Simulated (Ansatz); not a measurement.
# Twisted h-SiC/h-AlN monolayer on bilayer, 52.66° (366 atoms): repeated cells from small to large

Aim: repeat one cell of twisted h-SiC/h-AlN monolayer on bilayer, 52.66° (366 atoms) to ever larger supercells at Γ and follow error, time and memory.

Program: Ansatz 0.2.0. Level of theory: Kohn-Sham DFT, PBEsol, PAW (set soft_2), plane waves. Results are calculated unless marked as measured.

This is a report of a sequence of runs, with most program output left out.

### Step 1. The structure

The cell holds 366 atoms: 122 Si, 122 C, 61 Al and 61 N. Cell: a = 24.329 Å, b = 24.329 Å, c = 18.580 Å, α = 90.0°, β = 90.0°, γ = 120.0°. It derives from SiC and AlN. h-SiC (a = 3.1 Å) under h-AlN (a = 3.13 Å), monolayer on bilayer, commensurate cell of 61 unit cells a layer, twist 52.66 deg, both strained to the mean lattice constant; facing planes 3.19, 3.39 Å apart; 12 Å of vacuum; layers as built, displaced by a Gaussian of 0.01 Å. Regions: layer 1, 122 atoms (61 Si and 61 C); layer 2, 122 atoms (61 Si and 61 C); layer 3, 122 atoms (61 Al and 61 N). Vacuum lies along c.

Limits known from the start: The functional has no dispersion term, which matters for the binding between molecules or layers. Beside vacuum, support functions can miss their usual error bounds without a warning.

### Step 2. Plane waves, typed cell on a dense mesh

The typed cell on a k-mesh is the yardstick: it samples like Γ on the cell repeated as often as the mesh has points along each axis. Its own convergence isn't tested.

The input, input.yaml:

```yaml
crystal:
  lattice:
    - [24.3289, 0.0, 0.0]
    - [-12.16445, 21.06945, 0.0]
    - [0.0, 0.0, 18.58]
  atoms:
    - { symbol: Si, position: [0.0879, 0.86351, 0.32384] }
    - { symbol: C, position: [0.09246, 0.79219, 0.32337] }
    - { symbol: Si, position: [0.15332, 0.01125, 0.32338] }
    - { symbol: C, position: [0.15886, 0.93966, 0.32316] }
    - { symbol: Si, position: [0.10392, 0.65032, 0.32304] }
    - { symbol: C, position: [0.10925, 0.57901, 0.32249] }
    - { symbol: Si, position: [0.16916, 0.79759, 0.32355] }
    - { symbol: C, position: [0.17408, 0.72727, 0.32172] }
    - { symbol: Si, position: [0.23569, 0.94598, 0.3224] }
    - { symbol: C, position: [0.24088, 0.87487, 0.3227] }
    - { symbol: Si, position: [0.12098, 0.43753, 0.3229] }
    - { symbol: C, position: [0.12522, 0.36599, 0.32347] }
    - { symbol: Si, position: [0.18606, 0.58459, 0.32223] }
    - { symbol: C, position: [0.19241, 0.51434, 0.32327] }
    - { symbol: Si, position: [0.25158, 0.73147, 0.32385] }
    - { symbol: C, position: [0.25656, 0.66105, 0.3234] }
    - { symbol: Si, position: [0.31675, 0.87974, 0.32184] }
    - { symbol: C, position: [0.32237, 0.80898, 0.32336] }
    - { symbol: Si, position: [0.38274, 0.02772, 0.32214] }
    - { symbol: C, position: [0.38815, 0.95647, 0.32204] }
    - { symbol: Si, position: [0.07084, 0.07701, 0.32217] }
    - { symbol: C, position: [0.07648, 0.00544, 0.32387] }
    - { symbol: Si, position: [0.13631, 0.22319, 0.32302] }
    - { symbol: C, position: [0.14163, 0.15298, 0.32353] }
    - { symbol: Si, position: [0.20193, 0.37122, 0.32266] }
    - { symbol: C, position: [0.20722, 0.30031, 0.3224] }
    - { symbol: Si, position: [0.26839, 0.51953, 0.32354] }
    - { symbol: C, position: [0.27353, 0.44829, 0.32245] }
    - { symbol: Si, position: [0.3331, 0.66625, 0.3222] }
    - { symbol: C, position: [0.33818, 0.59578, 0.32322] }
    - { symbol: Si, position: [0.39878, 0.81467, 0.32271] }
    - { symbol: C, position: [0.40441, 0.74312, 0.32374] }
    [... 328 atom lines left out ...]
    - { symbol: Al, position: [0.05509, 0.76487, 0.67691] }
    - { symbol: "N", position: [0.06068, 0.8414, 0.67748] }
    - { symbol: Al, position: [0.97296, 0.61775, 0.67818] }
    - { symbol: "N", position: [0.97784, 0.69436, 0.67713] }
    - { symbol: Al, position: [0.98875, 0.84624, 0.67596] }
    - { symbol: "N", position: [0.99507, 0.92302, 0.67746] }
kpoints:
  mp_grid: { grid: [3, 3, 1] }
hamiltonian:
  xc: pbesol
scf:
  occupations: { method: fixed }
output:
  forces: true
  populations: true
  dos:
    method: { smearing: { sigma: 0.15 } }
    de: 0.1
    projected: { site_lists: { Al: [Al], C: [C], "N": ["N"], Si: [Si] } }
  eigenvalues: true
```

The run is started by

```console
> ansatz run input.yaml --threads 5 --pin off --max-ram 81920MiB --backend cuda --events-out ev --progress --plain --runs-dir out
```

Run time: 84 s. Hardware: 1 × NVIDIA H100 80GB HBM3 with 5 threads of AMD EPYC 7R13 (Zen 3), shared host; peak memory 5.9 GiB.

That memory is the host's.

The program notes that it cut back its plan to fit the GPU's memory and it cut back its work space to fit the memory limit.

The run gave:

```
free energy                                      : -161031.1495 eV
free energy per atom                             : -439.9758 eV/atom
SCF cycles                                       : 10
r.m.s. force component                           : 0.3265 eV/Å
longest force                                    : 1.345 eV/Å
Fermi energy                                     : 0.658 eV
gap (highest filled to lowest empty level) : 1.7 eV
spilling of the projection                       : 0.01128
```

The r.m.s. force component of 0.33 eV/Å sets the scale for the differences below.

### Step 3. Plane waves, 366 atoms

The typed cell is solved at Γ alone, the coarsest sampling of the series.

input.yaml, the sections that differ from step 2:

```yaml
kpoints:
  mp_grid: { grid: [1, 1, 1] }
output:
  forces: true
  eigenvalues: true
# crystal, hamiltonian, scf: as in step 2
```

The job ended after 6.3 s (1 × NVIDIA H100 80GB HBM3 with 5 threads; peak memory 2.4 GiB).

That memory is the host's; the program planned up to 28 GiB on the GPU.

It converged in 10 SCF cycles; the log is left out.

The energy lies 0.229 meV/atom above the dense-mesh reference.

### Step 4. Support functions, 366 atoms

The typed cell is solved at Γ alone, now in support functions.

This step: Kohn-Sham DFT, PBEsol, PAW (set soft_2), localised support functions (medium) (Ansatz 0.2.0).

input.yaml, as its differences from that of step 3:

```diff
@@ -13,2 +13,5 @@
   occupations: { method: fixed }
+  eigensolver: { kind: { support_functions: { accuracy: medium } } }
+  mixing: { beta: 0.2 }
+  max_iter: 150
 output:
```

The job ended after 11 s (1 × NVIDIA H100 80GB HBM3 with 5 threads; peak memory 2.6 GiB).

That memory is the host's; the program planned up to 11 GiB on the GPU.

The program notes that the band table was not solved further than the SCF left it and it switched symmetry off.

The energy lies 2.07 meV/atom below the dense-mesh reference, and 2.3 meV/atom below plane waves of the same size, an offset between the two bases that leaves the sampling error alike.

### Step 5. Support functions, 1464 atoms

The repeated cell is solved at Γ in support functions.

input.yaml, as its differences from that of step 4:

```diff
@@ -7,2 +7,3 @@
     [... the 366 atom lines of step 2 ...]
+  supercell: [2, 2, 1]
 kpoints:
```

It took 52 s on 1 × NVIDIA H100 80GB HBM3 with 5 threads; peak memory 7.9 GiB; 82 s of CPU time.

That memory is the host's; the program planned up to 39.3 GiB on the GPU.

It converged in 20 SCF cycles; the log is left out.

The energy lies 2.29 meV/atom below the dense-mesh reference.

### Step 6. Truncated density matrix, 1464 atoms

Cutting the density matrix at a range is meant to remove the step that grows fastest with size; it needs a cell with a gap.

This step: Kohn-Sham DFT, PBEsol, PAW (set soft_2), localised support functions (medium), truncated density matrix (Ansatz 0.2.0).

input.yaml, the sections that differ from step 5:

```yaml
scf:
  occupations: { method: fixed }
  eigensolver:
    kind:
      support_functions: { accuracy: medium, density_matrix: { truncated: {} } }
    mixed_precision: true
  mixing: { beta: 0.2 }
  max_iter: 150
output:
  forces: true
# crystal, kpoints, hamiltonian: as in step 5
```

It took 59 s on 1 × NVIDIA H100 80GB HBM3 with 5 threads; peak memory 7.8 GiB; 92 s of CPU time.

That memory is the host's; the program planned up to 39.8 GiB on the GPU.

The program notes that the search for missed states was only partial.

The energy lies 2.29 meV/atom below the dense-mesh reference.

### Step 7. Support functions, 3294 atoms

This step: Kohn-Sham DFT, PBEsol, PAW (set soft_2), localised support functions (medium) (Ansatz 0.2.0).

input.yaml, the sections that differ from step 6:

```yaml
crystal:
  lattice:
    - [24.3289, 0.0, 0.0]
    - [-12.16445, 21.06945, 0.0]
    - [0.0, 0.0, 18.58]
  atoms:
    [... the 366 atom lines of step 2 ...]
  supercell: [3, 3, 1]
scf:
  occupations: { method: fixed }
  eigensolver: { kind: { support_functions: { accuracy: medium } } }
  mixing: { beta: 0.2 }
  max_iter: 150
# kpoints, hamiltonian, output: as in step 6
```

It took 4.9 min on 1 × NVIDIA H100 80GB HBM3 with 5 threads; peak memory 37 GiB; 6.6 min of CPU time.

That memory is the host's; the program planned up to 43.1 GiB on the GPU.

The energy lies 2.29 meV/atom below the dense-mesh reference.

### Step 8. Truncated density matrix, 3294 atoms

This step: Kohn-Sham DFT, PBEsol, PAW (set soft_2), localised support functions (medium), truncated density matrix (Ansatz 0.2.0).

input.yaml, the sections that differ from step 7:

```yaml
scf:
  occupations: { method: fixed }
  eigensolver:
    kind:
      support_functions: { accuracy: medium, density_matrix: { truncated: {} } }
    mixed_precision: true
  mixing: { beta: 0.2 }
  max_iter: 150
# crystal, kpoints, hamiltonian, output: as in step 7
```

It took 5.1 min on 1 × NVIDIA H100 80GB HBM3 with 5 threads; peak memory 37 GiB.

That memory is the host's; the program planned up to 40.6 GiB on the GPU.

It converged in 22 SCF cycles; the log is left out.

The energy lies 2.29 meV/atom below the dense-mesh reference.

### Step 9. Truncated density matrix, 5856 atoms

input.yaml, as its differences from that of step 8:

```diff
@@ -7,3 +7,3 @@
     [... the 366 atom lines of step 2 ...]
-  supercell: [3, 3, 1]
+  supercell: [4, 4, 1]
 kpoints:
```

Wall time 21 s (1 × NVIDIA H100 80GB HBM3 with 5 threads); peak memory 13 GiB.

That memory is the host's.

The program refused the input before any cycle.

The program's message: “Error: memory limit exceeded: the `scf loop` phase needs 95.54 GiB against the run's memory maximum of 80.00 GiB; largest carriers: solver state kept on the host 42.84 GiB, density buffers mirrored fo …”

The refusal is over memory: the job needs 95.54 GiB where 80.00 GiB were allowed.

### Step 10. Truncated density matrix, 5856 atoms

After the refusal for memory the run is tried again with basis.xc_grid typed, in the hope of saving memory. Against the reference, the k-mesh goes from 3×3×1 to 1×1×1, the basis becomes support functions and the exchange-correlation grid changes.

input.yaml, as its differences from that of step 9:

```diff
@@ -22 +22,3 @@
   forces: true
+basis:
+  xc_grid: 1
```

Run time: 24 s. Hardware: 1 × NVIDIA H100 80GB HBM3 with 5 threads; peak memory 12 GiB.

That memory is the host's.

The input was rejected at the start.

The program's message: “Error: memory limit exceeded: the `scf loop` phase needs 89.52 GiB against the run's memory maximum of 80.00 GiB; largest carriers: solver state kept on the host 42.84 GiB, density buffers mirrored fo …”

The refusal is over memory: the job needs 89.52 GiB where 80.00 GiB were allowed.

Runs without a result: truncated density matrix, 5856 atoms (refused); truncated density matrix, 5856 atoms (refused).

### Step 11. Scaling with size

Differences are against the typed cell on a 3×3×1 mesh, which samples like Γ on 3294 atoms (r.m.s. force component 0.327 eV/Å, gap 1.70 eV). Every repeated cell is solved at Γ, and forces are averaged over the copies of each atom. Hardware: 1 × NVIDIA H100 80GB HBM3 with 5 threads of AMD EPYC 7R13 (Zen 3), shared host.

| atoms | repeats | basis | Δ force, r.m.s. (meV/Å) | Δ energy (meV/atom) | less plane waves of the same size (meV/atom) | gap (eV) | spread among copies (meV/Å) | SCF cycles | time | host memory (GiB) | planned on the GPU (GiB) |
| --- | --- | --- | --- | --- | --- | --- | --- | --- | --- | --- | --- |
| 366 | 1×1×1 | plane waves | 0.681 | 0.229 | - | 1.82 | - | 10 | 6.3 s | 2.4 | 28 |
| 366 | 1×1×1 | support functions | 0.678 | -2.07 | -2.3 | 1.82 | - | 19 | 11 s | 2.6 | 11 |
| 1464 | 2×2×1 | support functions | 0.211 | -2.29 | - | 1.68 | 0.041 | 20 | 52 s | 7.9 | 39 |
| 1464 | 2×2×1 | truncated density matrix | 0.218 | -2.29 | - | - | 0.038 | 21 | 59 s | 7.8 | 40 |
| 3294 | 3×3×1 | support functions | 0.215 | -2.29 | - | 1.70 | 0.041 | 20 | 4.9 min | 37 | 43 |
| 3294 | 3×3×1 | truncated density matrix | 0.207 | -2.29 | - | - | 0.036 | 22 | 5.1 min | 37 | 41 |

### Step 12. What the reference run shows

With the settings judged, the reference run is read for its physics.

Length of the force by element:

| element | coordination | atoms | mean length of the force (eV/Å) | spread | least | most |
| --- | --- | --- | --- | --- | --- | --- |
| Al | all | 61 | 0.540 | 0.247 | 0.0625 | 1.16 |
| C | all | 122 | 0.518 | 0.212 | 0.101 | 1.14 |
| N | all | 61 | 0.533 | 0.249 | 0.145 | 1.34 |
| Si | all | 122 | 0.489 | 0.238 | 0.0235 | 1.15 |

Löwdin charges by element (they lack the spilled electrons, 0.045 e an atom on average):

```
element  coordination  atoms  mean charge (e)  spread   least    most
     Al           all     61             1.13  0.0056    1.12    1.14
      C           all    122           -0.976  0.0079  -0.997  -0.961
      N           all     61            -1.07  0.0056   -1.08   -1.05
     Si           all    122             1.08  0.0161    1.04    1.11
```

By region:

```
 region  atoms  mean length of the force (eV/Å)
layer 1    122                            0.492
layer 2    122                            0.515
layer 3    122                            0.536
```

Density of states as counts of states in windows of 1 eV (from the Fermi level), total and the larger projections:

```csv
from (eV),to (eV),total,C p,Si p,N p,Al p,Si s,C s
-14,-13,98.5,1.9,6.6,0.4,11.3,16.8,20.0
-13,-12,124.2,3.9,13.9,0.2,16.4,15.9,26.3
-12,-11,82.5,4.3,24.1,0.0,0.1,12.8,40.4
-11,-10,46.8,1.1,15.9,0.0,0.0,3.6,25.7
-10,-9,0.0,0.0,0.0,0.0,0.0,0.0,0.0
-9,-8,22.4,11.7,3.0,0.0,0.0,7.0,0.6
-8,-7,83.7,42.3,10.2,0.1,0.1,25.7,4.9
-7,-6,47.3,24.0,8.0,0.0,0.0,9.3,5.6
-6,-5,86.5,35.1,18.5,14.5,2.5,6.1,4.6
-5,-4,161.1,55.4,33.0,42.0,7.2,5.4,4.3
-4,-3,175.6,83.2,42.9,29.1,7.0,3.5,2.9
-3,-2,205.5,89.0,37.4,56.4,13.7,1.4,1.1
-2,-1,207.6,66.1,22.7,96.8,16.8,0.1,0.4
-1,0,106.6,47.4,8.3,43.9,3.5,0.0,0.1
0,1,1.7,1.0,0.1,0.6,0.0,0.0,0.0
1,2,27.0,3.8,19.9,0.3,0.4,0.3,0.4
2,3,79.6,11.5,48.9,1.2,2.8,2.2,2.1
3,4,136.4,20.2,41.9,2.4,5.9,18.8,14.4
4,5,148.8,23.5,31.3,5.2,15.3,20.3,12.9
```

With fixed occupations the program's Fermi level is the highest filled level; weight inside the gap is the broadening of levels at its edges.

Between -15 and -14 eV lie 14 more states.

The levels nearest the highest filled one (over half full), pooled over k-points and spins:

```
level less the highest filled one (eV)  occupation
                               -0.0229           2
                               -0.0038           2
                               -0.0036           2
                               -0.0028           2
                               -0.0019           2
                                     0           2
                                  1.70           0
                                  1.70           0
                                  1.70           0
                                  1.72           0
                                  1.73           0
                                  1.73           0
```

Mean Löwdin charges: Al +1.13, C -0.98, N -1.07, Si +1.08 e (they miss 1.1 % of the electrons, so they add up to more than the cell's charge).

### Step 13. What came out

```json
{
  "free energy per atom": "-439.9758 eV/atom",
  "r.m.s. force component": "0.3265 eV/Å",
  "gap (highest filled to lowest empty level)": "1.7 eV",
  "wall time of the 7 DFT runs": "13 min"
}
```

With support functions, the time grows as the 2.1 power of the atom count between the two largest sizes, 1464 and 3294 atoms. With the truncated density matrix, the time grows as the 2.0 power of the atom count between the two largest sizes, 1464 and 3294 atoms. At 3294 atoms truncation (run in mixed precision) changes the energy by +0.0002 meV/atom and takes 1.0 times the time of the full density matrix. At equal size the support functions lie 2.3 meV/atom below plane waves, likely because their grid holds more waves than 420 eV; no run tests this. At the largest size the support functions' forces differ from the reference by 0.066 % of the r.m.s. force, where they sample the same k-points. In some support-function runs the search for missed states was left out or partial.

Filled and empty levels are parted by 1.70 eV (on the run's k-points); a semilocal functional tends to put such gaps too low.

What to keep in mind: The geometry was built by rule, was displaced at random and isn't relaxed at this level: its force components are 0.33 eV/Å r.m.s.

[Logs are printed without paths, hosts, clocks, repeated set-up lines and the standing remarks that a program may print on its own settings, such as how far it seeks lower states.]

[Hosts, paths, dates, database ids (printed as entryN), source tags and the programs' standing remarks are cut or masked in the printed files.]
